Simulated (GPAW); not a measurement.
# A Ni chain with one atom pushed aside at constant bond length: a series of junctions, part 2 of 2

How does transport respond as one structural variable is stepped? The junctions: a Ni chain with one atom pushed aside at constant bond length.

GPAW 26.7.0; GPAW LCAO, PAW setups; Landauer transmission from Green's functions with principal layers (ASE), zero bias.

So far, conductance (G₀): step 2 (junction, offset 0.3 Å) 2.98; step 3 (another cell, offset 0.6 Å) 2.54; step 4 (another cell, offset 0.9 Å) 2.20; step 5 (another cell, offset 1.2 Å) 1.96.

**7. Basis sz(dzp)**

A smaller basis is cheaper in every inversion.

run.py reads:

```python
import json
import numpy as np
from ase import Atoms
from ase.transport.calculators import TransportCalculator
from gpaw import GPAW, FermiDirac
from gpaw.lcao.tools import get_lcao_hamiltonian
from scipy.linalg import eigh

# The junction with lead layers at both ends, along the third cell vector
device = Atoms(
    ['Ni', 'Ni', 'Ni', 'Ni', 'Ni', 'Ni', 'Ni', 'Ni', 'Ni', 'Ni', 'Ni', 'Ni', 'Ni', 'Ni', 'Ni'],
    positions=[
        [4.50000, 4.50000, 1.08000],
        [4.50000, 4.50000, 3.24000],
        [4.50000, 4.50000, 5.40000],
        [4.50000, 4.50000, 7.56000],
        [4.50000, 4.50000, 9.72000],
        [4.50000, 4.50000, 11.88000],
        [4.50000, 4.50000, 14.04000],
        [5.40000, 4.50000, 16.00357],
        [4.50000, 4.50000, 17.96714],
        [4.50000, 4.50000, 20.12714],
        [4.50000, 4.50000, 22.28714],
        [4.50000, 4.50000, 24.44714],
        [4.50000, 4.50000, 26.60714],
        [4.50000, 4.50000, 28.76714],
        [4.50000, 4.50000, 30.92714]],
    cell=[[9.0, 0.0, 0.0], [0.0, 9.0, 0.0], [0.0, 0.0, 32.00714]],
    pbc=True,
    magmoms=[1.0, 1.0, 1.0, 1.0, 1.0, 1.0, 1.0, 1.0, 1.0, 1.0, 1.0, 1.0, 1.0, 1.0, 1.0])

# One principal layer of the lead: the first 5 atoms of the device
lead = Atoms(
    ['Ni', 'Ni', 'Ni', 'Ni', 'Ni'],
    positions=[
        [4.50000, 4.50000, 1.08000],
        [4.50000, 4.50000, 3.24000],
        [4.50000, 4.50000, 5.40000],
        [4.50000, 4.50000, 7.56000],
        [4.50000, 4.50000, 9.72000]],
    cell=[[9.0, 0.0, 0.0], [0.0, 9.0, 0.0], [0.0, 0.0, 10.8]],
    pbc=True,
    magmoms=[1.0, 1.0, 1.0, 1.0, 1.0])

settings = dict(mode='lcao', basis='sz(dzp)', xc='LDA', h=0.18,
                occupations=FermiDirac(0.1), maxiter=250,
                mixer=dict(beta=0.05, nmaxold=8, weight=100.0),
                convergence=dict(density=0.0001))
energies = np.arange(-2, 2 + 1e-9, 0.05)
eta = 0.0001
n1, n2 = 1, 1
# k and -k transmit alike, so half of the mesh across the current serves
mesh = [(i, j) for i in range(n1) for j in range(n2) if (i, j) <= (-i % n1, -j % n2)]
weights = np.array([1 if (i, j) == (-i % n1, -j % n2) else 2 for i, j in mesh]) / (n1 * n2)

# [... helper functions left out ...]
fermi_lead = ground_state(lead, (1, 1, 11), 'lead.txt')
fermi_device = ground_state(device, (1, 1, 3), 'device.txt')
# [... loop over the mesh left out, but for ...]
        # Shift the lead onto the potential of the device's first layer
        shift = ((H[:, 0, 0] - H0[:, 0, 0]) / S0[0, 0]).real.mean()
# [...]
kT = 8.617333e-5 * 300
bias = [0.1, 0.2, 0.5, 1.0, 1.5, 2.0]
# [... integrals and printing left out ...]
```

Run with:

```
$ OMP_NUM_THREADS=1 OPENBLAS_NUM_THREADS=1 python run.py
```

Output:

```text
basis functions: device 180, principal layer 60
Fermi level: lead -3.5186 eV, device -3.4846 eV; lead shifted by 0.0051 eV
largest coupling past the next layer 9.95e-06 eV, largest misfit of the first layer 0.018 eV
  E-E_F (eV)   T up        T down      [channel counts left out]
    -2.000    3.6977e+00  9.6405e-01
    -1.950    3.6812e+00  7.8777e-01
    -1.900    3.6597e+00  2.6300e-01
    -1.850    3.5920e+00  1.1142e+00
    -1.800    3.6607e+00  1.1111e+00
    -1.750    3.5442e+00  1.2069e+00
    -1.700    3.5187e+00  1.4261e+00
    -1.650    3.4110e+00  2.1658e+00
    -1.600    3.4552e+00  2.9459e+00
    -1.550    3.6928e+00  3.6210e+00
    -1.500    3.8361e+00  3.7322e+00
    -1.450    4.3032e+00  3.7056e+00
    -1.400    4.5474e+00  3.7239e+00
    -1.350    4.3763e+00  3.6918e+00
    -1.300    4.5123e+00  3.7006e+00
    -1.250    4.1045e+00  3.7062e+00
[...]
1.650    2.8989e+00  2.8193e+00
     1.700    2.9395e+00  2.9132e+00
     1.750    2.9649e+00  2.9580e+00
     1.800    2.9797e+00  2.9800e+00
     1.850    2.9867e+00  2.9894e+00
     1.900    2.9880e+00  2.9910e+00
     1.950    2.9845e+00  2.9870e+00
     2.000    2.9781e+00  2.9791e+00
conductance at 300 K: 2.1853 G0 a cell; thermopower 14.25 uV/K
current from the zero-bias T(E) at 0.1 V: 16.818 uA
current from the zero-bias T(E) at 0.2 V: 33.218 uA
current from the zero-bias T(E) at 0.5 V: 79.381 uA
current from the zero-bias T(E) at 1.0 V: 150.11 uA
current from the zero-bias T(E) at 1.5 V: 218.96 uA
current from the zero-bias T(E) at 2.0 V: 293.19 uA
```

It took 5.2 min on 1 thread of Arm Neoverse V1, shared host; peak memory 2 GiB.

This step gave:

```
conductance                                    : 2.185 G₀
largest coupling past the next principal layer : 9.95e-6 eV
largest misfit of the first principal layer    : 0.01800 eV
shift that aligns the lead                     : 0.005144 eV
basis functions of the junction                : 180
basis functions of a principal layer           : 60
transmission at the Fermi level, spin up       : 0.9431
transmission at the Fermi level, spin down     : 3.644
```

Each spin. Table of transmission, zone mean by energy, zero at the Fermi level:

```tsv
energy (eV)	T, spin up	T, spin down
-2.00	3.70	0.964
-1.85	3.59	1.11
-1.70	3.52	1.43
-1.60	3.46	2.95
-1.45	4.30	3.71
-1.40	4.55	3.72
-1.30	4.51	3.70
-1.15	2.59	3.70
-1.05	2.62	3.67
-0.90	2.54	3.59
-0.75	1.86	3.51
-0.60	0.972	3.35
-0.50	0.989	3.22
-0.35	0.970	3.68
-0.20	0.958	3.65
-0.05	0.947	3.79
0.00	0.943	3.64
0.05	0.939	2.79
0.20	0.926	1.41
0.35	0.909	1.94
0.50	0.887	1.74
0.60	0.869	1.72
0.75	0.834	0.971
0.90	0.783	0.867
1.05	0.699	0.795
1.15	0.600	0.739
1.30	0.277	0.602
1.45	0.263	0.229
1.60	2.83	2.52
1.70	2.94	2.91
1.85	2.99	2.99
2.00	2.98	2.98
```

Not self-consistent under bias; the bias window is split evenly. Table of current through one cell, from the zero-bias transmission by bias:

```tsv
bias (V)	current through one cell, from the zero-bias transmission (μA)
0.100	16.8
0.200	33.2
0.500	79.4
1.000	150
1.500	219
2.000	293
```

The transmission of the three most open eigenchannels by energy, zero at the Fermi level:

```tsv
energy (eV)	channel 1 up	channel 2 up	channel 3 up	channel 1 down	channel 2 down	channel 3 down
-2.000	0.990	0.949	0.941	0.964	0	0
-1.800	0.960	0.959	0.940	0.983	0.0924	0.0358
-1.600	0.934	0.895	0.825	0.991	0.973	0.692
-1.400	0.994	0.922	0.839	0.997	0.943	0.897
-1.200	0.971	0.966	0.935	0.985	0.939	0.914
-1.000	0.987	0.697	0.650	0.952	0.947	0.890
-0.800	0.978	0.717	0.277	0.927	0.912	0.867
-0.600	0.972	5.4e-7	7.2e-8	0.885	0.873	0.843
-0.400	0.975	0	0	0.812	0.811	0.748
-0.200	0.958	0	0	0.979	0.970	0.886
0.000	0.943	0	0	0.994	0.986	0.967
0.200	0.926	0	0	0.683	0.635	0.0623
0.400	0.902	0	0	0.978	0.705	0.0545
0.600	0.869	0	0	0.986	0.736	0.00230
0.800	0.820	0	0	0.926	1.2e-9	1.1e-10
1.000	0.733	0	0	0.819	8.3e-12	4.5e-12
1.200	0.525	2.1e-12	0	0.704	1.0e-11	6.3e-12
1.400	0.00110	4.8e-6	2.4e-9	0.404	8.5e-10	1.4e-10
1.600	0.995	0.952	0.887	0.979	0.859	0.687
1.800	0.998	0.995	0.986	0.997	0.992	0.991
2.000	0.998	0.995	0.984	0.997	0.993	0.989
```

Site moment by atom:

```tsv
atom	site moment (μB)
Ni1	1.33
Ni2	1.34
Ni3	1.33
Ni4	1.33
Ni5	1.33
Ni6	1.33
Ni7	1.26
Ni8	1.18
Ni9	1.26
Ni10	1.33
Ni11	1.33
Ni12	1.33
Ni13	1.33
Ni14	1.34
Ni15	1.33
```

The conductance, 2.19 G₀, lies 0.6 % below that of the unchanged run.

**8. Outcome**

```yaml
conductance_first_and_last_member: 2.98 and 1.96 G₀
largest_and_smallest: 2.98 and 1.96 G₀
```

**Reading.** As the sideways shift goes from 0.3 to 1.2 Å, the conductance goes from 2.98 to 1.96 G₀. The conductance falls at every step of the series. The geometry was built from estimated bond lengths and not relaxed, so the numbers describe this model structure. The moments started parallel, and no other order was tried; chains of Cr or Mn atoms, among others, may prefer antiparallel neighbours. An evenly spaced straight chain is an idealisation: free chains tend to dimerise, zigzag or, where a band edge lies near the Fermi level, turn magnetic. The currents use the zero-bias T(E) throughout, which holds only while the bias is small against the distance to the nearest feature. One magnetic start was tried; another order may lie lower. Within about eight thermal energies of the Fermi level ln T(E) bends sharply from one computed energy to the next, or the lead's channel count changes, so the thermal averages, above all the thermopower, rest on an interpolation that may be rough.

[Logs are printed without paths, hosts, clocks, repeated set-up lines and the standing remarks that a program may print on its own settings, such as how far it seeks lower states.]

[Hosts, paths, dates, database ids (printed as entryN), source tags and the programs' standing remarks are cut or masked in the printed files.]
